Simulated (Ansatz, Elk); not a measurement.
# VRuC2: X-ray structure factors from the self-consistent density

The structure of VRuC2 used here is made up (a known structure type with other elements) and was relaxed beforehand with PBE. The aim is the Fourier transform of its all-electron density, F(hkl), set beside the sum over free spherical atoms that refinements use.

Method: DFT, PBE, all-electron APW+lo, Dirac cores, scalar-relativistic bands, static density, no spin, in Elk 11.2.3 (patched build).

The structure was built from a prototype and need not be the compound's stable phase.

### 1. Set-up

The structure is tetragonal, space group P4/mmm (No. 123). The conventional cell has a = 2.987 Å, b = 2.987 Å, c = 4.271 Å, α = 90.00°, β = 90.00°, γ = 90.00°. Nearest to Ru lie 6 C at 2.11 to 2.14 Å. Nearest to V lie 6 C at 2.11 to 2.14 Å. Nearest to C lie 4 Ru at 2.11 Å and 2 V at 2.14 Å. C has 4 V at 2.11 Å and 2 Ru at 2.14 Å nearest. Farther neighbours are not listed.

### 2. Ground state and structure factors

An all-electron density is needed, since X-rays see the cores too. Task 0 finds the density and task 195 Fourier-transforms it; tshift is off so that phases refer to the origin typed.

Contents of elk.in:

```
tasks
  0
  195

xctype
  20

spinpol
  .false.

rgkmax
  7.0

gmaxvr
  14.0

lmaxo
  7

lmaxapw
  8

swidth
  0.002

tshift
  .false.

ramdisk
  .false.

hmaxvr
  5.5

maxscl
  120

epspot
  1e-06

sppath
  './'

avec
  5.64456376734 0.00000000000 0.00000000000
  0.00000000000 5.64456376734 0.00000000000
  0.00000000000 0.00000000000 8.07074585468

atoms
  3
  'Ru.in'
  1
  0.0000000000 0.0000000000 0.0000000000   0.000000 0.000000 0.000000
  'V.in'
  1
  0.5000000000 0.5000000000 0.5000000000   0.000000 0.000000 0.000000
  'C.in'
  2
  0.5000000000 0.5000000000 0.0000000000   0.000000 0.000000 0.000000
  -0.0000000000 -0.0000000000 0.5000000000   0.000000 0.000000 0.000000

ngridk
  8 8 5
```

The run is started by

```
OMP_NUM_THREADS=4 elk
```

Numbers of over 12 decimals in the logs are rounded to 6 here.

The log of the run:

```text
┌─────────────────────────┐
│ Elk code version 11.2.3 │
└─────────────────────────┘

All units are atomic (Hartree, Bohr, etc.)

┌─────────────────────────────────────────────────┐
│ Ground-state run starting from atomic densities │
└─────────────────────────────────────────────────┘

Lattice vectors :
   5.644563767       0.000000000       0.000000000
   0.000000000       5.644563767       0.000000000
   0.000000000       0.000000000       8.070745855

Reciprocal lattice vectors :
   1.113139220       0.000000000       0.000000000
   0.000000000       1.113139220       0.000000000
   0.000000000       0.000000000      0.7785135873

Unit cell volume      :    257.1428417
Brillouin zone volume :   0.9646397767

Muffin-tin inner radius fraction :   0.1000000000E-01

Nuclei treated as point charges

Species : 1 (Ru)
 parameters loaded from : Ru.in
 name : ruthenium
 nuclear charge    :   -44.00000000
 electronic charge :    44.00000000
 atomic mass :    184239.3393
 muffin-tin radius :    2.328955505
 number of radial points in muffin-tin :   1193
 inner part over the whole radius :   0.9883111099E-02
 number on inner part of muffin-tin    :    846
 approximate nuclear radius :   0.8462081736E-04
 number of mesh points to nuclear radius :    425
 atomic positions (lattice), magnetic fields (Cartesian) :
  1 :   0.00000000  0.00000000  0.00000000    0.00000000  0.00000000  0.00000000

Species : 2 (V)
 parameters loaded from : V.in
 name : vanadium
 nuclear charge    :   -23.00000000
 electronic charge :    23.00000000
 atomic mass :    92860.67382
 muffin-tin radius :    2.357504548
 number of radial points in muffin-tin :    993
 inner part over the whole radius :   0.9972829172E-02
 number on inner part of muffin-tin    :    699
 approximate nuclear radius :   0.6897515165E-04
 number of mesh points to nuclear radius :    327
 atomic positions (lattice), magnetic fields (Cartesian) :
  1 :   0.50000000  0.50000000  0.50000000    0.00000000  0.00000000  0.00000000

Species : 3 (C)
 parameters loaded from : C.in
 name : carbon
 nuclear charge    :   -6.000000000
 electronic charge :    6.000000000
 atomic mass :    21894.16674
 muffin-tin radius :    1.583804768
 number of radial points in muffin-tin :    593
 inner part over the whole radius :   0.9830922413E-02
 number on inner part of muffin-tin    :    404
 approximate nuclear radius :   0.4747601631E-04
 number of mesh points to nuclear radius :    167
 atomic positions (lattice), magnetic fields (Cartesian) :
  1 :   0.50000000  0.50000000  0.00000000    0.00000000  0.00000000  0.00000000
  2 :   0.00000000  0.00000000  0.50000000    0.00000000  0.00000000  0.00000000

Total number of atoms per unit cell :    4
Total muffin-tin volume :    141.0813360
 ratio of muffin-tin to unit cell volume :   0.5486496730

Spin treatment :
 spin-unpolarised

Number of Bravais lattice symmetries :   16
Number of crystal symmetries         :   16
Crystal has inversion symmetry
Real symmetric eigensolver will be used

k-point grid :      8     8     5
k-point offset :    0.000000000       0.000000000       0.000000000
k-point set is reduced with full crystal symmetry group
Total number of k-points :       45

Muffin-tin radius times maximum |G+k| :    7.000000000
 using average radius
Maximum |G+k| for APW functions       :    3.565030801
Maximum (1/2)|G+k|²                   :    6.354722305
Maximum |G| for potential and density :    14.00000000
Constant for pseudocharge density :    8
 order of it for each species :   15  15  15
 order of it for pair densities of each species (exact exchange by exxq0 0: 16) :   14  14   5
Radial integration step length :    1

G-vector grid sizes :     27    27    36
Number of G-vectors :    11907

Maximum angular momentum used for
 APW functions            :    8
 outer part of muffin-tin :    7
 inner part of muffin-tin :    2

Total nuclear charge    :   -79.00000000
Total core charge       :    42.00000000
Total valence charge    :    37.00000000
[...]
xc potential                :     -217.71548573794
 exchange                    :     -185.43648971513
 correlation                 :     -3.790449
 electron entropic           :    -0.12483688048268E-02
 total energy                :     -5557.9087089990

Density of states at Fermi energy :    96.17949190
 (states/Hartree/unit cell)

Estimated indirect band gap :   0.1974940736E-02
 from k-point 8 to k-point 23
Estimated direct band gap   :   0.3751986799E-02
 at k-point 23

Charges :
 core                        :    42.00000000
 valence                     :    37.00000000
 interstitial                :    6.153032733
 muffin-tins (core leakage)
  species : 1 (Ru)
   atom 1                    :    40.40430811     (  0.8609428193E-07)
  species : 2 (V)
   atom 1                    :    21.68722973     ( -0.2210863030E-06)
  species : 3 (C)
[...]
total in muffin-tins        :    72.84696727
 total calculated charge     :    78.99658622
 total charge                :    79.00000000
 error                       :   0.3413775419E-02

RMS change in Kohn-Sham potential (target) :    2.075267349     (  0.1000000000E-05)
Absolute change in total energy (target)   :   0.5653139889     (  0.1000000000E-03)

[... loops 3 to 20 left out ...]

┌──────────────────┐
│ Loop number : 21 │
└──────────────────┘

Energies :
 Fermi                       :     0.457735
 sum of occupied eigenvalues :     -3285.9984977036
 electron kinetic            :      5750.1342341007
 core electron kinetic       :      5523.9513621661
 Coulomb                     :     -11117.397853291
 Coulomb potential           :     -8788.8055571354
 nuclear-nuclear             :     -748.22074308815
 electron-nuclear            :     -11971.036925539
 Hartree                     :      1601.8598153356
 Madelung                    :     -6722.9950747233
 xc potential                :     -247.32717466890
 exchange                    :     -186.25981111973
 correlation                 :     -3.818067
 electron entropic           :    -0.12262114687591E-02
 total energy                :     -5557.3427234539

Density of states at Fermi energy :    92.46988471
 (states/Hartree/unit cell)

Estimated indirect band gap :   0.1986985197E-02
 from k-point 9 to k-point 43
Estimated direct band gap   :   0.5658946061E-02
 at k-point 45

Charges :
 core                        :    42.00000000
 valence                     :    37.00000000
 interstitial                :    5.671701797
 muffin-tins (core leakage)
  species : 1 (Ru)
[...]
species : 2 (V)
[...]
species : 3 (C)
[...]
total in muffin-tins        :    73.32829820
 total calculated charge     :    78.99720160
 total charge                :    79.00000000
 error                       :   0.2798400186E-02

RMS change in Kohn-Sham potential (target) :   0.9723163287E-06 (  0.1000000000E-05)
Absolute change in total energy (target)   :   0.3073540938E-05 (  0.1000000000E-03)

Convergence targets achieved

┌──────────────────┐
│ Loop number : 22 │
└──────────────────┘

Energies :
 Fermi                       :     0.457735
 sum of occupied eigenvalues :     -3285.9985006561
 electron kinetic            :      5750.1342333335
 core electron kinetic       :      5523.9513565802
 Coulomb                     :     -11117.397858480
 Coulomb potential           :     -8788.8055446176
 nuclear-nuclear             :     -748.22074308815
 electron-nuclear            :     -11971.036948911
 Hartree                     :      1601.8598335192
 Madelung                    :     -6722.9950861711
 xc potential                :     -247.32718937197
 exchange                    :     -186.25981162249
 correlation                 :     -3.818067
 electron entropic           :    -0.12262115736283E-02
 total energy                :     -5557.3427299215

Density of states at Fermi energy :    92.46990491
 (states/Hartree/unit cell)

Estimated indirect band gap :   0.1986959979E-02
 from k-point 9 to k-point 43
Estimated direct band gap   :   0.5658911039E-02
 at k-point 45

Charges :
 core                        :    42.00000000
 valence                     :    37.00000000
 interstitial                :    5.671701393
 muffin-tins (core leakage)
  species : 1 (Ru)
[...]
species : 2 (V)
   atom 1                    :    21.74368534     ( -0.2210938472E-06)
  species : 3 (C)
   atom 1                    :    4.645886481     (  0.2407861117E-04)
   atom 2                    :    4.646036258     (  0.2410471687E-04)
 total in muffin-tins        :    73.32829861
 total calculated charge     :    78.99720160
 total charge                :    79.00000000
 error                       :   0.2798400012E-02

┌──────────────────────────────┐
│ Self-consistent loop stopped │
└──────────────────────────────┘

Wrote STATE.OUT
```

The job ended after 21 s (4 threads of Arm Neoverse V2, shared host; peak memory 0.16 GiB; 67 s of CPU time).

SFACRHO.OUT:

```text

h k l indices transformed by vhmat matrix:
   1.000000000       0.000000000       0.000000000    
   0.000000000       1.000000000       0.000000000    
   0.000000000       0.000000000       1.000000000    

      h      k      l  multipl.   |H|            Re(F)            Im(F)           |F|

      0      0      0      1   0.0000000       79.000000      0.72856907E-16   79.000000    
      0      0      1      2  0.77851359       19.734467      0.24072048E-14   19.734467    
      1      0      0      4   1.1131392       18.754091      0.25799032E-14   18.754091    
      0      1     -1      8   1.3583675       43.952776      0.11192834E-14   43.952776    
      0      0     -2      2   1.5570272       55.434510      0.46166722E-14   55.434510    
     -1      1      0      4   1.5742166       55.019210      0.35589292E-14   55.019210    
     -1     -1      1      8   1.7562008       16.604361     -0.93638285E-15   16.604361    
      0     -1      2      8   1.9140043       16.141127      0.91104815E-15   16.141127    
     -1      1     -2      8   2.2141571       45.976341      0.41501090E-14   45.976341    
      2      0      0      4   2.2262784       45.812659     -0.37371398E-14   45.812659    
      0      0     -3      2   2.3355408       14.821673     -0.56790897E-14   14.821673    
     -2      0     -1      8   2.3584739       15.038873     -0.42794524E-14   15.038873    
     -2      1      0      8   2.4890550       14.600284     -0.80262445E-14   14.600284    
      0      1     -3      8   2.5872436       34.077787      0.12943629E-13   34.077787    
     -2      1      1     16   2.6079643       33.889150      0.34772345E-14   33.889150    
      0      2      2      8   2.7167350       40.706049     -0.64996476E-14   40.706049    
     -1      1      3      8   2.8165419       13.974544      0.51816827E-14   13.974544    
     -2     -1      2     16   2.9359374       13.802666     -0.24781587E-14   13.802666
```

Elk indexes on the primitive cell of elk.in and gives |H| = 4π sin θ/λ in inverse bohr. Below, one row stands for each form hkl of the conventional cell (m members, Friedel mates merged), F is for one primitive cell and the density is static (no thermal factor). Free-atom factors are Waasmaier and Kirfel's, and R is Σm||F|−|F'||/Σm|F|. Elk warned that it couldn't find a linearisation energy, which lowers the accuracy of some states in this run and its variants.

```tsv
hkl	m	sin θ/λ (Å⁻¹)	abs F, DFT	neutral atoms	diff.
001	2	0.117	19.735	20.000	-0.265
100	4	0.167	18.754	18.886	-0.132
101	8	0.204	43.953	44.718	-0.765
002	2	0.234	55.434	55.389	+0.046
110	4	0.237	55.019	55.112	-0.092
111	8	0.264	16.604	16.580	+0.024
102	8	0.288	16.141	16.086	+0.055
112	8	0.333	45.976	46.067	-0.090
200	4	0.335	45.813	45.919	-0.106
003	2	0.351	14.822	14.940	-0.118
201	8	0.355	15.039	14.884	+0.155
210	8	0.374	14.600	14.581	+0.019
103	8	0.389	34.078	33.941	+0.136
211	16	0.392	33.889	33.782	+0.107
202	8	0.408	40.706	40.629	+0.077
113	8	0.424	13.975	13.904	+0.070
212	16	0.442	13.803	13.684	+0.119
004	2	0.468	37.438	37.236	+0.202
220	4	0.473	37.036	36.975	+0.061
203	8	0.485	13.324	13.190	+0.134
221	8	0.488	13.129	13.164	-0.034
104	8	0.497	13.036	13.063	-0.027
```

### 3. The highest occupied states alone

An energy window below the Fermi level keeps the highest occupied states, to see at which angles they scatter; shallow core shells can lie inside it and anion s states outside. No new self-consistency is needed.

elk.in: that of step 2 with these lines changed.

```diff
@@ -1,3 +1,2 @@
 tasks
-  0
   195
@@ -40,2 +39,5 @@
 
+wsfac
+  0.016740 0.757740
+
 sppath
```

The run is started by

```
OMP_NUM_THREADS=4 elk
```

The log of the run:

```text
┌─────────────────────────────────┐
│ Elk code version 11.2.3 started │
└─────────────────────────────────┘

Info(readinput): the functional depends on the density's gradient
 muffin-tin radial points multiplied by    2.00000
 (not where nrmtscf is given)

┌────────────────────┐
│ Current task : 195 │
└────────────────────┘
Info(checkmt): changed muffin-tin radius of species 1 (Ru) from   2.6000 to   2.3290
Info(checkmt): changed muffin-tin radius of species 2 (V) from   2.4000 to   2.3575
Info(checkmt): changed muffin-tin radius of species 3 (C) from   1.8000 to   1.5838

Warning(linengy): could not find 2 linearisation energies in s.c. loop 1

Info(sfacrho): density structure factors written to SFACRHO.OUT

 Energy window :   0.1674000000E-01  0.7577400000

┌──────────────────┐
│ Elk code stopped │
└──────────────────┘
```

It took 3.8 s on 4 threads; peak memory 0.17 GiB; 5.8 s of CPU time.

States within 12 eV below the Fermi level hold 19.60 electrons; any levels below the window count with the cores, and a count that is not whole means the window cuts a band. Their amplitudes can exceed the total, where window and core parts have opposite phase:

```tsv
hkl	sin θ/λ (Å⁻¹)	abs F, window	abs F, all
001	0.117	1.749	19.735
100	0.167	1.810	18.754
101	0.204	0.760	43.953
002	0.234	5.437	55.434
110	0.237	5.190	55.019
111	0.264	0.338	16.604
102	0.288	0.306	16.141
112	0.333	1.955	45.976
200	0.335	1.915	45.813
003	0.351	0.366	14.822
```

[end of part 1 of 2]

[Logs are printed without paths, hosts, clocks, repeated set-up lines and the standing remarks that a program may print on its own settings, such as how far it seeks lower states.]

[Hosts, paths, dates, database ids (printed as entryN), source tags and the programs' standing remarks are cut or masked in the printed files.]
